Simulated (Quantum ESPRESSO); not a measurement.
**MgO (Periclase): a mode Grüneisen parameter, worked out**

Aim: the Grüneisen parameter and the pressure coefficient of an optical mode of MgO (Periclase).

Calculated with Quantum ESPRESSO 7.5; DFT LDA, scalar-relativistic, plane waves, PseudoDojo norm-conserving pseudopotentials.

The database entry behind the starting cell differs from later determinations by our own check (about 0.1 % long), so it need not match the best structure at ambient conditions.

## 1. Set-up

Symmetry: Fm-3m, No. 225, cubic system. The conventional cell has a = 4.160 Å, b = 4.160 Å, c = 4.160 Å, α = 90.00°, β = 90.00°, γ = 90.00°. Nearest to Mg lie 6 O at 2.08 Å. Nearest to O lie 6 Mg at 2.08 Å. Farther neighbours and most contacts between anions are not listed.

Coordinates:

```xyz
2
Lattice="-2.0802 0.0000 2.0802 0.0000 2.0802 2.0802 -2.0802 2.0802 0.0000" Properties=species:S:1:pos:R:3 pbc="T T T"
Mg    0.0000    0.0000    0.0000
O    -2.0802    2.0802    2.0802
```

This is the cell after its relaxation at this level of theory, not the database cell from which that began.

## 2. Runs at several volumes

The relaxed cell is scaled uniformly; in this structure symmetry fixes all atoms, so nothing has to be relaxed anew. Each volume gets a ground state and a response at Γ. The mode followed is the highest one without the macroscopic field, of symmetry T1u; longitudinal polar modes lie higher. Cutoff 92 Ry, k mesh 12×12×12.

From the response at V/V₀ = 0.94:

What it wrote:

```text
[banners, grids, parts of the stress and lines that vanish by symmetry left out]
Program PHONON v.7.5
     Reading xml data from directory:

[...]
Exchange-correlation= PW
                           (   1   4   0   0   0   0   0)
[...]
kinetic-energy cut-off    =      92.0000  Ry
     charge density cut-off    =     368.0000  Ry
     convergence threshold     =      1.0E-18
[...]
Exchange-correlation= PW
                           (   1   4   0   0   0   0   0)
[...]
q = (   0.0000000   0.0000000   0.0000000 )
     49 Sym.Ops. (with q -> -q+G )
     G cutoff =  552.8711  (  13635 G-vectors)     FFT grid: ( 36, 36, 36)
     number of k points=    72
[...]
Mode symmetry, O_h (m-3m)  point group:
[...]
Dielectric constant
[...]
End of electric fields calculation
          Dielectric constant in cartesian axis
          (       3.111179954       0.000000000       0.000000000 )
          (       0.000000000       3.111179954      -0.000000000 )
          (       0.000000000       0.000000000       3.111179954 )
          Effective charges (d Force / dE) in cartesian axis without acoustic sum rule applied (asr)
           atom    1  Mg    Mean Z*:        1.94661
      Ex  (        1.94661        0.00000        0.00000 )
      Ey  (        0.00000        1.94661       -0.00000 )
      Ez  (        0.00000       -0.00000        1.94661 )
           atom    2  O     Mean Z*:       -1.94637
      Ex  (       -1.94637        0.00000        0.00000 )
      Ey  (        0.00000       -1.94637        0.00000 )
      Ez  (        0.00000        0.00000       -1.94637 )
          Effective charges Sum: Mean:        0.00024
[...]
Effective charges (d Force / dE) in cartesian axis with asr applied:
           atom    1  Mg    Mean Z*:        1.94649
[...]
atom    2  O     Mean Z*:       -1.94649
[...]
Representation #   1 modes #   1   2   3
[...]
End of self-consistent calculation
     Convergence has been achieved
     Representation #   2 modes #   4   5   6
[...]
End of self-consistent calculation
     Convergence has been achieved
[...]
Dielectric constant in cartesian axis
          (       3.111179954       0.000000000       0.000000000 )
          (       0.000000000       3.111179954      -0.000000000 )
          (       0.000000000       0.000000000       3.111179954 )
          Effective charges (d Force / dE) in cartesian axis without acoustic sum rule applied (asr)
           atom    1  Mg    Mean Z*:        1.94661
      Ex  (        1.94661        0.00000        0.00000 )
      Ey  (        0.00000        1.94661       -0.00000 )
      Ez  (        0.00000       -0.00000        1.94661 )
           atom    2  O     Mean Z*:       -1.94637
      Ex  (       -1.94637        0.00000        0.00000 )
      Ey  (        0.00000       -1.94637        0.00000 )
      Ez  (        0.00000        0.00000       -1.94637 )
          Effective charges Sum: Mean:        0.00024
[...]
Effective charges (d Force / dE) in cartesian axis with asr applied:
           atom    1  Mg    Mean Z*:        1.94649
[...]
atom    2  O     Mean Z*:       -1.94649
[...]
q = (    0.000000000   0.000000000   0.000000000 )
[...]
freq (    1) =       0.087600 [THz] =       2.922026 [cm-1]
     freq (    2) =       0.087600 [THz] =       2.922026 [cm-1]
     freq (    3) =       0.087600 [THz] =       2.922026 [cm-1]
     freq (    4) =      14.062118 [THz] =     469.061752 [cm-1]
     freq (    5) =      14.062118 [THz] =     469.061752 [cm-1]
     freq (    6) =      14.062118 [THz] =     469.061752 [cm-1]
[...]
Mode symmetry, O_h (m-3m)  point group:
     freq (   1-   3) =          2.9  [cm-1]   --> T_1u G_15  G_4- I
     freq (   4-   6) =        469.1  [cm-1]   --> T_1u G_15  G_4- I

   JOB DONE.
```

One volume, V/V₀ = 1.03, is held back as a test.

| V/V₀ | volume (Å³/atom) | pressure (GPa) | ω (cm⁻¹) |
| --- | --- | --- | --- |
| 0.94 | 8.461 | 12.10 | 469.06 |
| 0.97 | 8.731 | 5.58 | 438.41 |
| 1 | 9.001 | -0.01 | 409.08 |
| 1.03 | 9.271 | -4.80 | held back |
| 1.06 | 9.541 | -8.91 | 353.72 |

## 3. The fit

The mode Grüneisen parameter is γ = −d ln ω / d ln V.

| ln(V/V₀) | ln ω |
| --- | --- |
| -0.0619 | 6.1507 |
| -0.0305 | 6.0832 |
| 0.0000 | 6.0139 |
| 0.0583 | 5.8685 |

A straight line through these points has the slope -2.357, so γ = 2.36; at V/V₀ = 1.03 it predicts ω = exp(6.0090 − 0.0697) = 379.68 cm⁻¹.

A parabola of pressure against ln V through V/V₀ = 0.97, 1 and 1.03 gives the bulk modulus B = −dP/d ln V = 173 GPa at V₀. With ω₀ from the fitted line the pressure coefficient follows as dω/dP = γ ω₀ / B = 2.36 × 407.1 / 173 = 5.56 cm⁻¹/GPa.

## 4. The run that was held back

What it wrote:

```text
[banners, grids, parts of the stress and lines that vanish by symmetry left out]
[banner, memory and clock lines left out]
Program PHONON v.7.5

[...]
Exchange-correlation= PW
                           (   1   4   0   0   0   0   0)
[...]
kinetic-energy cut-off    =      92.0000  Ry
     charge density cut-off    =     368.0000  Ry
     convergence threshold     =      1.0E-18
[...]
Exchange-correlation= PW
                           (   1   4   0   0   0   0   0)
[...]
q = (   0.0000000   0.0000000   0.0000000 )
     49 Sym.Ops. (with q -> -q+G )
     G cutoff =  587.6203  (  15009 G-vectors)     FFT grid: ( 36, 36, 36)
     number of k points=    72
[...]
Mode symmetry, O_h (m-3m)  point group:
[...]
Dielectric constant
[...]
End of electric fields calculation
          Dielectric constant in cartesian axis
          (       3.204381409       0.000000000       0.000000000 )
          (       0.000000000       3.204381409      -0.000000000 )
          (       0.000000000      -0.000000000       3.204381409 )
          Effective charges (d Force / dE) in cartesian axis without acoustic sum rule applied (asr)
           atom    1  Mg    Mean Z*:        1.98412
      Ex  (        1.98412        0.00000        0.00000 )
      Ey  (        0.00000        1.98412       -0.00000 )
      Ez  (        0.00000       -0.00000        1.98412 )
           atom    2  O     Mean Z*:       -1.98386
      Ex  (       -1.98386       -0.00000        0.00000 )
      Ey  (       -0.00000       -1.98386       -0.00000 )
      Ez  (        0.00000       -0.00000       -1.98386 )
[...]
Representation #   1 modes #   1   2   3
[...]
End of self-consistent calculation
     Convergence has been achieved
     Representation #   2 modes #   4   5   6
[...]
End of self-consistent calculation
     Convergence has been achieved
[...]
Dielectric constant in cartesian axis
          (       3.204381409       0.000000000       0.000000000 )
          (       0.000000000       3.204381409      -0.000000000 )
          (       0.000000000      -0.000000000       3.204381409 )
          Effective charges (d Force / dE) in cartesian axis without acoustic sum rule applied (asr)
           atom    1  Mg    Mean Z*:        1.98412
      Ex  (        1.98412        0.00000        0.00000 )
      Ey  (        0.00000        1.98412       -0.00000 )
      Ez  (        0.00000       -0.00000        1.98412 )
           atom    2  O     Mean Z*:       -1.98386
      Ex  (       -1.98386       -0.00000        0.00000 )
      Ey  (       -0.00000       -1.98386       -0.00000 )
      Ez  (        0.00000       -0.00000       -1.98386 )
          Effective charges Sum: Mean:        0.00027
[...]
Effective charges (d Force / dE) in cartesian axis with asr applied:
           atom    1  Mg    Mean Z*:        1.98399
[...]
atom    2  O     Mean Z*:       -1.98399
[...]
q = (    0.000000000   0.000000000   0.000000000 )
[...]
freq (    1) =       0.071879 [THz] =       2.397628 [cm-1]
     freq (    2) =       0.071879 [THz] =       2.397628 [cm-1]
     freq (    3) =       0.071879 [THz] =       2.397628 [cm-1]
     freq (    4) =      11.419263 [THz] =     380.905621 [cm-1]
     freq (    5) =      11.419263 [THz] =     380.905621 [cm-1]
     freq (    6) =      11.419263 [THz] =     380.905621 [cm-1]
[...]
Mode symmetry, O_h (m-3m)  point group:
     freq (   1-   3) =          2.4  [cm-1]   --> T_1u G_15  G_4- I
     freq (   4-   6) =        380.9  [cm-1]   --> T_1u G_15  G_4- I
```

It gives 380.91 cm⁻¹ against the predicted 379.68 cm⁻¹, a miss of 1 cm⁻¹.

## 5. Summary of results

| Property | Result |
| --- | --- |
| mode Grüneisen parameter | 2.357 |
| bulk modulus | 173 GPa |
| pressure coefficient | 5.56 cm⁻¹/GPa |

In words: The highest optical mode of MgO (Periclase) without the LO-TO term stiffens by 5.56 cm⁻¹ a GPa near the relaxed volume, with γ = 2.36. The power law meets all 5 runs within 0.49 %; between neighbouring volumes γ runs from 2.15 to 2.58. Such a coefficient turns a measured shift of this mode into a hydrostatic stress; uniaxial or biaxial stress splits the mode and needs deformation potentials. These are harmonic values at zero temperature for the structure held cubic, which a run at Γ can't show to be stable; the bulk modulus rests on three points.

[Host names and launcher messages were left out of these logs when they were recorded.]

[Logs are printed without paths, hosts, clocks, repeated set-up lines and the standing remarks that a program may print on its own settings, such as how far it seeks lower states.]

[Hosts, paths, dates, database ids (printed as entryN), source tags and the programs' standing remarks are cut or masked in the printed files.]
